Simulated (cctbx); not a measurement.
## DyVS3: precision against data quality

Space group Pnma (no. 62), a = 6.5030 Å, b = 8.8830 Å, c = 6.4060 Å, α = 90.00°, β = 90.00°, γ = 90.00°.

```
atom  mult.       x       y       z  Ueq (Å²)
 Dy1      4  0.0546     1/4  0.9770    0.0035
  V1      4       0     1/2     1/2    0.0054
  S1      4  0.5189     3/4  0.9059    0.0067
  S2      8  0.7974  0.4608  0.7859    0.0052
```

The model was made for the exercise: a known structure type with other elements put in, its volume estimated, not relaxed; displacement parameters are assumed.

Five simulated data sets (cctbx; Mo Kα, λ = 0.71073 Å; 1.5 % proportional error) differ in resolution or exposure (noise floor 4 counts in the first three, 8 in the last two). Each is refined with the right model, isotropic at 1.1 Å and anisotropic otherwise. How do the figures of merit and the uncertainties move?

| d min (Å) | top counts | ⟨I/σ⟩ (unmerged, absences included) | unique | param. (scale apart) | Rint | R1 | GooF | largest s.u. xyz (fractional) | s.u. U of S1 (Å²) | largest error (Å) |
| --- | --- | --- | --- | --- | --- | --- | --- | --- | --- | --- |
| 1.1 | 70000 | 36.0 | 150 | 11 | 0.012 | 0.0052 | 1.02 | 0.00016 | 0.0003 | 0.0012 |
| 0.84 | 70000 | 34.5 | 337 | 27 | 0.013 | 0.0056 | 0.92 | 0.00008 | 0.0003 | 0.0006 |
| 0.6 | 70000 | 30.7 | 935 | 27 | 0.014 | 0.0063 | 0.93 | 0.00005 | 0.0001 | 0.0002 |
| 0.75 | 300 | 1.4 | 474 | 27 | 0.352 | 0.0882 | 0.94 | 0.00234 | 0.0075 | 0.0172 |
| 0.75 | 3000 | 7.1 | 474 | 27 | 0.064 | 0.0261 | 0.94 | 0.00042 | 0.0013 | 0.0022 |

The number of reflections grows roughly as 1/d³: 150, 337 and 935 here. R1 follows the noise rather than the truth: at 300 counts it is 0.0882, at 3000 counts 0.0261, while GooF is 0.94 and 0.94: the weights 1/σ² carry the noise. The s.u. of U (U11 where anisotropic) for S1 goes 0.0003, 0.0003, 0.0001 Å² with resolution and 0.0075, 0.0013 Å² with exposure.

Hardware for the 0.6 Å refinement: 0.4 s on 1 thread of Arm Neoverse V2, with other jobs on the host, peak memory 0.09 GiB.

[Logs are printed without paths, hosts, clocks, repeated set-up lines and the standing remarks that a program may print on its own settings, such as how far it seeks lower states.]
